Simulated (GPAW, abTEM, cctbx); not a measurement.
# Li2SnP2: the scripts behind a bonding study

Short scripts, each with its output. The cell comes from substitution in a known structure type and wasn't matched to any measured phase.

## 1. Build the all-electron density and subtract free atoms

```text
cell
1.0
     3.958702890    0.000000000    0.000000000
    -1.979351440    3.428337270    0.000000000
     0.000000000    0.000000000    6.702661080
Sn P Li
1 2 2
Direct
0.000000000 0.000000000 0.000000000
0.333333330 0.666666670 0.226473750
0.666666670 0.333333330 0.773526250
0.333333330 0.666666670 0.615961750
0.666666670 0.333333330 0.384038250
```

```python
import numpy as np
from ase.io import read
from ase.units import Bohr
from gpaw import GPAW, PW, FermiDirac
from gpaw.calculator import GPAW as OldGPAW
from gpaw.mpi import serial_comm, world
from scipy.special import erfc
from scipy.spatial import cKDTree

atoms = read("cell.vasp")
atoms.calc = GPAW(mode=PW(550), xc="PBE", kpts={"size": (7, 7, 4), "gamma": True},
                 occupations=FermiDirac(0.1), maxiter=120, symmetry={"tolerance": 1e-5}, txt="scf.txt")
atoms.get_potential_energy()
rho = atoms.calc.get_all_electron_density(gridrefinement=2)
moments = atoms.get_magnetic_moments() if atoms.calc.get_number_of_spins() == 2 else np.zeros(len(atoms))
total = atoms.get_magnetic_moment() if moments.any() else 0.0
if world.rank == 0:
    free = OldGPAW(mode=PW(550), xc="PBE", txt=None, communicator=serial_comm)
    neutral = atoms.copy()
    neutral.set_initial_magnetic_moments(None)
    free.initialize(neutral)
    free.set_positions(neutral)
    drho = rho - free.get_all_electron_density(gridrefinement=2)
    # GPAW starts from confined atoms: exchange their smooth part for that of the datasets' free atoms
    h = np.stack(np.meshgrid(*[np.fft.fftfreq(n, 1 / n) for n in drho.shape], indexing="ij"), -1)
    gabs = np.linalg.norm(h @ atoms.cell.reciprocal(), axis=-1)
    tails = np.fft.fftn(free.get_pseudo_density(gridrefinement=2))
    g, form, v0 = np.linspace(0, gabs.max(), 1500), {}, 0
    for e in set(atoms.symbols):
        idx = atoms.symbols.search(e)
        d = free.setups[idx[0]].data
        r, w = d.rgd.r_g * Bohr, d.rgd.r_g**2 * d.rgd.dr_g
        j0 = np.sinc(2 * g[:, None] * r)
        smooth = sum(f * p**2 for f, p in zip(d.f_j, d.phit_jg)) + np.sqrt(4 * np.pi) * d.nct_g
        full = sum(f * p**2 for f, p in zip(d.f_j, d.phi_jg)) + np.sqrt(4 * np.pi) * d.nc_g
        phase = sum(np.exp(-2j * np.pi * h @ s) for s in atoms.get_scaled_positions()[idx])
        tails -= np.interp(gabs, g, j0 @ (smooth * w)) * phase * drho.size / atoms.get_volume()
        form[e] = j0 @ (full * w)
        v0 += 2 * np.pi / 3 * 14.3996 * (full * w * r**2).sum() * len(idx)  # V A^3
    tails *= 0.5 * erfc((gabs - 1.8) / 0.25)  # the tails differ at long wavelengths alone
    drho += np.fft.ifftn(tails).real  # crystal minus superposed spherical free atoms
    np.save("drho.npy", drho)
    dv = atoms.get_volume() / drho.size
    print("grid", drho.shape, " electrons %.3f" % (rho.sum() * dv), " moved by bonding %.3f e" % (abs(drho).sum() * dv / 2))
    pts = np.indices(drho.shape).reshape(3, -1).T / drho.shape @ atoms.cell
    shifts = (np.indices((3, 3, 3)).reshape(3, -1).T - 1) @ atoms.cell
    images = (atoms.positions[None] + shifts[:, None]).reshape(-1, 3)
    dist, idx = cKDTree(images).query(pts, k=4)
    out = drho.ravel()[dist[:, 0] > 0.5]
    print("deformation density beyond 0.5 A of the nuclei: max %.3f, min %.3f e/A^3" % (out.max(), out.min()))
    tie = dist < dist[:, :1] + 1e-4
    q = -np.bincount((idx % len(atoms))[tie], (drho.ravel()[:, None] / tie.sum(1, keepdims=True) * tie)[tie], len(atoms)) * dv
    print("atom        x       y       z   Voronoi charge  moment")
    for a, s, c, m in zip(atoms, atoms.get_scaled_positions(), q, moments):
        print("%-2s%-3d %7.4f %7.4f %7.4f %10.3f %10.2f" % (a.symbol, a.index + 1, *s, c, m))
    np.savez("free.npz", g=g, **form)
    print("mean inner potential of superposed free atoms %.3f V" % (v0 / atoms.get_volume()))
    print("total magnetic moment %.3f muB" % total)
```

```console
$ OMP_NUM_THREADS=1 mpirun -n 4 gpaw python run.py > gpaw.log
```

```text
grid (48, 48, 80)  electrons 86.000  moved by bonding 0.839 e
deformation density beyond 0.5 A of the nuclei: max 0.083, min -0.078 e/A^3
atom        x       y       z   Voronoi charge  moment
Sn1    0.0000  0.0000  0.0000      0.372       0.00
P 2    0.3333  0.6667  0.2265     -0.281       0.00
P 3    0.6667  0.3333  0.7735     -0.281       0.00
Li4    0.3333  0.6667  0.6160      0.095       0.00
Li5    0.6667  0.3333  0.3840      0.095       0.00
mean inner potential of superposed free atoms 15.058 V
total magnetic moment 0.000 muB
```

Time: 9.9 s on 4 cores of AMD EPYC 9R14 (Zen 4) (shared host), peak memory 0.8 GiB.

## 2. Fourier-transform the difference

```python
from cctbx import adptbx, crystal, miller, xray
from cctbx.eltbx import tiny_pse
import numpy as np

cs = crystal.symmetry(unit_cell=(3.9587, 3.9587, 6.7027, 90, 90, 120), space_group_symbol='Hall: -P 3 2"')  # P-3m1
atoms = [  # label, site, U (iso, or U11 U22 U33 U12 U13 U23 in A^2), occupancy
    ("Sn1", (0, 0, 0), 0.0000, 1),
    ("P1", (1/3, 2/3, 0.22647), 0.0000, 1),
    ("Li1", (1/3, 2/3, 0.61596), 0.0000, 1),
]
xs = xray.structure(crystal_symmetry=cs)
for label, site, u, occ in atoms:
    u = adptbx.u_cif_as_u_star(cs.unit_cell(), u) if isinstance(u, tuple) else u
    xs.add_scatterer(xray.scatterer(label, site=site, u=u, occupancy=occ))
xs.scattering_type_registry(table="wk1995")
drho = np.load("drho.npy")
T = np.array([[1, 0, 0], [0, 1, 0], [0, 0, 1]])  # conventional axes in terms of the primitive ones
dF = np.fft.ifftn(drho) * 90.96697  # electrons a conventional cell, indexed by primitive hkl
ms = miller.build_set(cs, anomalous_flag=False, d_min=0.9).sort("resolution")
iam = ms.structure_factors_from_scatterers(xs, algorithm="direct").f_calc()
p1 = xs.expand_to_p1()
z = np.array([tiny_pse.table(sc.scattering_type).atomic_number() for sc in p1.scatterers()])
x = np.array(p1.sites_frac())
free = np.load("free.npz")
print("static structure factors of the conventional cell: F in electrons, V (Mott-Bethe) in volts")
print("   h  k  l      d  |F| table  |F| free   |F| DFT   change   |V| free  |V| DFT  change %")
for h, d, table in list(zip(ms.indices(), ms.d_spacings().data(), iam.data()))[:16]:
    df = dF[tuple(np.rint(np.linalg.solve(T, h)).astype(int))]
    phase = np.exp(2j * np.pi * x @ h)
    f = sum(np.interp(1 / d, free["g"], free[sc.scattering_type]) * p for sc, p in zip(p1.scatterers(), phase))
    fz = (z * phase).sum()
    c = 14.3996 * d * d / (np.pi * cs.unit_cell().volume())
    v0, v1 = abs(fz - f) * c, abs(fz - f - df) * c
    print("%4d%3d%3d %7.4f %9.3f %9.3f %9.3f %8.3f %9.3f %8.3f %8s" % (h + (d, abs(table), abs(f), abs(f + df), abs(f + df) - abs(f), v0, v1, "%.1f" % (100 * (v1 / v0 - 1)) if v0 > 0.02 else "-")))
```

```console
$ python run.py
```

```text
static structure factors of the conventional cell: F in electrons, V (Mott-Bethe) in volts
   h  k  l      d  |F| table  |F| free   |F| DFT   change   |V| free  |V| DFT  change %
   0  0  1  6.7027    48.210    48.224    48.070   -0.154     3.890    4.239      9.0
   1  0  0  3.4283    29.893    29.892    29.548   -0.344     1.248    1.452     16.3
   0  0  2  3.3514    21.499    21.475    21.066   -0.408     0.287    0.518     80.5
   1  0  1  3.0522    25.067    25.030    24.797   -0.233     1.296    1.405      8.4
   1  0 -1  3.0522    59.311    59.359    59.611    0.252     6.059    5.941     -2.0
   1  0  2  2.3965    41.224    41.239    41.175   -0.064     2.904    2.923      0.6
   1  0 -2  2.3965    57.377    57.393    57.347   -0.047     5.599    5.613      0.2
   0  0  3  2.2342    32.447    32.414    32.353   -0.061     2.056    2.071      0.8
   1  1  0  1.9793    59.140    59.137    58.961   -0.176     5.303    5.338      0.7
   1  1  1  1.8983    37.031    37.029    36.937   -0.091     2.345    2.361      0.7
   1  0  3  1.8718    55.916    55.913    55.682   -0.231     4.679    4.720      0.9
   1  0 -3  1.8718    23.078    23.063    23.223    0.160     0.694    0.666     -4.1
   2  0  0  1.7142    24.984    24.965    25.007    0.042     1.042    1.035     -0.6
   1  1  2  1.7043    18.865    18.831    19.000    0.168     0.461    0.436     -5.3
   0  0  4  1.6757    46.232    46.234    45.987   -0.246     3.229    3.264      1.1
   2  0  1  1.6607    47.565    47.551    47.388   -0.163     3.435    3.457      0.7
```

Time: 0.25 s on 1 core of AMD EPYC 9R14 (Zen 4) (shared host), peak memory 0.08 GiB.

## 3. Propagate a plane wave with and without the bonding term

```python
import abtem
import numpy as np
from ase.build import make_supercell
from ase.io import read

abtem.config.set({"dask.lazy": False, "fft": "fftw", "diagnostics.progress_bar": False})
M = [[0, 0, 1], [-1, -2, 0], [1, 0, 0]]  # rows: x, y and beam direction in the primitive cell's axes
unit = make_supercell(read("cell.vasp"), M)
unit.set_cell(list(unit.cell.lengths()) + [90, 90, 90], scale_atoms=True)
unit.positions[:, 2] += 0.4948  # keeps atomic planes off the slice boundaries
unit.wrap()
slab = unit * (1, 1, 104)
print(slab.get_chemical_formula(), "| box %.2f x %.2f x %.2f A" % tuple(slab.cell.lengths()))

# change of the potential by bonding, from the DFT deformation density (Poisson's equation term by term)
drho = np.load("drho.npy")
prim = read("cell.vasp")
h = np.stack(np.meshgrid(*[np.fft.fftfreq(n, 1 / n) for n in drho.shape], indexing="ij"), -1).reshape(-1, 3).astype(int)
g2 = ((h @ prim.cell.reciprocal()) ** 2).sum(1)
keep = (g2 > 0) & (g2 < 2.5**2)
shape = (192, 196, 24)
vg = np.zeros(shape, complex)
hm = h[keep] @ np.array(M).T
move = np.exp(-2j * np.pi * hm[:, 2] * (0.4948 / unit.cell[2, 2] - 0.5 / shape[2]))  # the same shift, sampled at mid-points
vg[tuple(hm.T % np.array(shape)[:, None])] = -14.3996 / np.pi * (np.fft.fftn(drho).ravel() / drho.size)[keep] / g2[keep] * move
dV = np.fft.ifftn(vg).real * vg.size
dV = dV.reshape(192, 196, 4, 6).mean(3) * unit.cell[2, 2] / 4  # V A, projected in each slice
dV = np.tile(dV.transpose(2, 0, 1), (104, 1, 1))


def build(atoms):
    p = abtem.Potential(atoms, gpts=(192, 196), slice_thickness=[slab.cell[2, 2] / 416] * 416,
                        parametrization="lobato", projection="infinite", exit_planes=32).build()
    p.array[:] += BONDING * dV
    return p


def potentials():
    yield build(slab)  # atoms at rest


for label, BONDING in (("IAM", 0.0), ("DFT", 1.0)):
    print("=====", label)
    potential = build(slab)
    print("grid", potential.gpts, "slices", potential.num_slices)
    thickness = potential.exit_thicknesses
    wave = abtem.PlaneWave(energy=100000)
    dp = np.mean([wave.multislice(p).diffraction_patterns(max_angle="valid").array for p in potentials()], axis=0)
    hkl = [(0, 0, 0), (0, 0, 1), (0, 1, 0), (0, 0, 2), (0, 1, 1), (0, -1, 1), (0, 1, 2)]
    nx, ny = dp.shape[-2:]
    print("intensity of each beam, fraction of the incident wave")
    print("  t (A)" + "".join("%9s" % " ".join(map(str, h)) for h in hkl) + "  diffuse    total")
    grid = np.zeros((nx, ny), bool)
    grid[nx // 2 % 1::1, ny // 2 % 1::1] = True
    for t, a in list(zip(thickness, dp))[1:]:
        idx = [np.rint(np.array(M) @ np.linalg.solve([[1, 0, 0], [0, 1, 0], [0, 0, 1]], h)).astype(int) for h in hkl]
        print("%7.1f" % t + "".join("%9.5f" % a[nx // 2 + i[0] * 1, ny // 2 + i[1] * 1] for i in idx) + "%9.4f%9.4f" % (a[~grid].sum(), a.sum()))
```

```console
$ python run.py
```

```text
Li416P416Sn208 | box 6.70 x 6.86 x 411.71 A
===== IAM
grid (192, 196) slices 416
intensity of each beam, fraction of the incident wave
  t (A)    0 0 0    0 0 1    0 1 0    0 0 2    0 1 1   0 -1 1    0 1 2  diffuse    total
   31.7  0.78644  0.00364  0.00394  0.00679  0.01187  0.00267  0.00912   0.0000   0.9958
   63.3  0.59425  0.00249  0.00943  0.02780  0.03178  0.01828  0.02305   0.0000   0.9929
   95.0  0.31608  0.00755  0.01741  0.05754  0.05190  0.04938  0.02618   0.0000   0.9900
  126.7  0.19864  0.00891  0.01700  0.08065  0.05513  0.09145  0.01827   0.0000   0.9881
  158.3  0.22917  0.01488  0.01173  0.07613  0.03773  0.10447  0.00518   0.0000   0.9858
  190.0  0.37611  0.01574  0.00244  0.04940  0.01526  0.08594  0.00120   0.0000   0.9840
  221.7  0.58254  0.01701  0.00053  0.01755  0.00227  0.04520  0.00579   0.0000   0.9815
  253.4  0.71171  0.01308  0.00714  0.00199  0.00218  0.01508  0.00778   0.0000   0.9774
  285.0  0.69967  0.01207  0.01680  0.00193  0.00441  0.00803  0.00311   0.0000   0.9743
  316.7  0.57792  0.01111  0.01787  0.01507  0.00641  0.02734  0.00093   0.0000   0.9716
  348.4  0.36904  0.01652  0.01387  0.03837  0.01146  0.05465  0.00612   0.0000   0.9685
  380.0  0.21256  0.02234  0.00530  0.06752  0.02328  0.07954  0.01477   0.0000   0.9648
  411.7  0.14346  0.03778  0.00136  0.07575  0.04057  0.07701  0.02209   0.0000   0.9618
===== DFT
grid (192, 196) slices 416
intensity of each beam, fraction of the incident wave
  t (A)    0 0 0    0 0 1    0 1 0    0 0 2    0 1 1   0 -1 1    0 1 2  diffuse    total
   31.7  0.78947  0.00383  0.00357  0.00618  0.01103  0.00263  0.00880   0.0000   0.9958
   63.3  0.60237  0.00362  0.00808  0.02570  0.03065  0.01759  0.02299   0.0000   0.9929
   95.0  0.32663  0.00721  0.01640  0.05725  0.05077  0.04994  0.02526   0.0000   0.9899
  126.7  0.19711  0.00881  0.01644  0.08197  0.05783  0.09136  0.01837   0.0000   0.9879
  158.3  0.21132  0.01029  0.01292  0.08315  0.04126  0.10852  0.00525   0.0000   0.9856
  190.0  0.34361  0.00981  0.00347  0.05664  0.01964  0.08971  0.00194   0.0000   0.9837
  221.7  0.55725  0.00778  0.00008  0.02399  0.00399  0.05016  0.00648   0.0000   0.9814
  253.4  0.71659  0.00450  0.00483  0.00437  0.00170  0.01737  0.00831   0.0000   0.9772
  285.0  0.74812  0.00322  0.01220  0.00043  0.00293  0.00707  0.00332   0.0000   0.9742
  316.7  0.65956  0.00243  0.01235  0.00976  0.00398  0.02287  0.00040   0.0000   0.9714
  348.4  0.45691  0.00533  0.00901  0.03068  0.00840  0.05006  0.00551   0.0000   0.9683
  380.0  0.27898  0.00745  0.00276  0.06083  0.02200  0.07843  0.01512   0.0000   0.9646
  411.7  0.16782  0.01459  0.00189  0.07830  0.04351  0.08409  0.02353   0.0000   0.9615
```

Time: 9.7 s.

## 4. Rock the beam across one reflection

```python
import abtem
import numpy as np
from ase.build import make_supercell
from ase.io import read

abtem.config.set({"dask.lazy": False, "fft": "fftw", "diagnostics.progress_bar": False})
M = [[0, 0, 1], [-1, -2, 0], [1, 0, 0]]  # rows: x, y and beam direction in the primitive cell's axes
unit = make_supercell(read("cell.vasp"), M)
unit.set_cell(list(unit.cell.lengths()) + [90, 90, 90], scale_atoms=True)
unit.positions[:, 2] += 0.9897  # keeps atomic planes off the slice boundaries
unit.wrap()
slab = unit * (1, 1, 228)
print(slab.get_chemical_formula(), "| box %.2f x %.2f x %.2f A" % tuple(slab.cell.lengths()))

# change of the potential by bonding, from the DFT deformation density (Poisson's equation term by term)
drho = np.load("drho.npy")
prim = read("cell.vasp")
h = np.stack(np.meshgrid(*[np.fft.fftfreq(n, 1 / n) for n in drho.shape], indexing="ij"), -1).reshape(-1, 3).astype(int)
g2 = ((h @ prim.cell.reciprocal()) ** 2).sum(1)
keep = (g2 > 0) & (g2 < 2.5**2)
shape = (149, 153, 24)
vg = np.zeros(shape, complex)
hm = h[keep] @ np.array(M).T
move = np.exp(-2j * np.pi * hm[:, 2] * (0.9897 / unit.cell[2, 2] - 0.5 / shape[2]))  # the same shift, sampled at mid-points
vg[tuple(hm.T % np.array(shape)[:, None])] = -14.3996 / np.pi * (np.fft.fftn(drho).ravel() / drho.size)[keep] / g2[keep] * move
dV = np.fft.ifftn(vg).real * vg.size
dV = dV.reshape(149, 153, 2, 12).mean(3) * unit.cell[2, 2] / 2  # V A, projected in each slice
dV = np.tile(dV.transpose(2, 0, 1), (228, 1, 1))


def build(atoms):
    p = abtem.Potential(atoms, gpts=(149, 153), slice_thickness=[slab.cell[2, 2] / 456] * 456,
                        parametrization="lobato", projection="infinite", exit_planes=114).build()
    p.array[:] += BONDING * dV
    return p


def potentials():
    yield build(slab)  # atoms at rest


for label, BONDING in (("IAM", 0.0), ("DFT", 1.0)):
    print("=====", label)
    potential = build(slab)
    print("grid", potential.gpts, "slices", potential.num_slices)
    thickness = potential.exit_thicknesses
    h = np.array(M) @ np.linalg.solve(np.array([[1, 0, 0], [0, 1, 0], [0, 0, 1]]), [0, 0, 1])
    ix, iy = round(h[0]) * 1, round(h[1]) * 1
    gxy = h[:2] / unit.cell.lengths()[:2]
    along = gxy / np.hypot(*gxy)
    across = np.array([-along[1], along[0]])
    bragg = 500 * abtem.PlaneWave(energy=100000).wavelength * np.hypot(*gxy)
    print("Bragg angle %.3f mrad; beam tilted 46 mrad off the zone axis across the row" % bragg)
    print("dark-field intensity of 0 0 1 against tilt along the row, in Bragg angles")
    print("  t (A)" + "".join("%8.2f" % s for s in [0.2, 0.4, 0.6, 0.8, 1.0, 1.2, 1.4, 1.6, 1.8, 2.0, 2.2, 2.4, 2.6]))
    rows = []
    row = [(n * ix, n * iy) for n in range(-8, 9)]
    for s in [0.2, 0.4, 0.6, 0.8, 1.0, 1.2, 1.4, 1.6, 1.8, 2.0, 2.2, 2.4, 2.6]:
        tilt = -s * bragg * along + 46 * across
        dp = abtem.PlaneWave(energy=100000, tilt=tuple(tilt)).multislice(potential).diffraction_patterns(max_angle="valid").array
        rows.append(dp[:, dp.shape[1] // 2 + ix, dp.shape[2] // 2 + iy])
        if s == 1.0:
            cx, cy = dp.shape[1] // 2, dp.shape[2] // 2
            share = sum(dp[:, cx + i, cy + j] for i, j in row if abs(i) < cx and abs(j) < cy) / dp.sum(axis=(1, 2))
            total = dp.sum(axis=(1, 2))
    for t, a in list(zip(thickness, np.array(rows).T))[1:]:
        print("%7.1f" % t + "".join("%8.4f" % v for v in a))
    print("at the Bragg tilt, share in the row:", share[1:].round(3).tolist(), "total:", total[1:].round(3).tolist())
```

```console
$ python run.py
```

```text
Li912P912Sn456 | box 6.70 x 6.86 x 902.58 A
===== IAM
grid (149, 153) slices 456
Bragg angle 2.761 mrad; beam tilted 46 mrad off the zone axis across the row
dark-field intensity of 0 0 1 against tilt along the row, in Bragg angles
  t (A)    0.20    0.40    0.60    0.80    1.00    1.20    1.40    1.60    1.80    2.00    2.20    2.40    2.60
  225.6  0.1637  0.1586  0.1469  0.1320  0.1186  0.1102  0.1079  0.1104  0.1148  0.1204  0.1247  0.1266  0.1272
  451.3  0.1198  0.1223  0.0915  0.0600  0.0435  0.0193  0.0094  0.0381  0.0686  0.0627  0.0442  0.0376  0.0588
  676.9  0.1601  0.1963  0.1609  0.0907  0.0455  0.0091  0.0738  0.1101  0.0562  0.0149  0.0140  0.0371  0.0953
  902.6  0.0039  0.0564  0.3317  0.3611  0.1423  0.1536  0.1338  0.0164  0.0186  0.1350  0.1917  0.1520  0.1074
at the Bragg tilt, share in the row: [0.7020000219345093, 0.5260000228881836, 0.6010000109672546, 0.5180000066757202] total: [0.9950000047683716, 0.9860000014305115, 0.9829999804496765, 0.9789999723434448]
===== DFT
grid (149, 153) slices 456
Bragg angle 2.761 mrad; beam tilted 46 mrad off the zone axis across the row
dark-field intensity of 0 0 1 against tilt along the row, in Bragg angles
  t (A)    0.20    0.40    0.60    0.80    1.00    1.20    1.40    1.60    1.80    2.00    2.20    2.40    2.60
  225.6  0.1670  0.1624  0.1511  0.1365  0.1233  0.1150  0.1128  0.1153  0.1198  0.1257  0.1304  0.1328  0.1339
  451.3  0.1004  0.0998  0.0732  0.0519  0.0447  0.0230  0.0076  0.0272  0.0505  0.0422  0.0267  0.0306  0.0695
  676.9  0.1007  0.1556  0.1584  0.0822  0.0215  0.0163  0.0791  0.0851  0.0280  0.0043  0.0127  0.0378  0.0998
  902.6  0.0338  0.0339  0.3350  0.4370  0.2050  0.1664  0.1021  0.0021  0.0231  0.1836  0.2448  0.1684  0.0813
at the Bragg tilt, share in the row: [0.6940000057220459, 0.5339999794960022, 0.5979999899864197, 0.5019999742507935] total: [0.9950000047683716, 0.9850000143051147, 0.9829999804496765, 0.9800000190734863]
```

Time: 34 s.

[Outputs are excerpts: Python notices, other lines and further rows are left out; steps that failed or that the build refused (PBEsol, TPSS) are not shown.]

[Logs are printed without paths, hosts, clocks, repeated set-up lines and the standing remarks that a program may print on its own settings, such as how far it seeks lower states.]
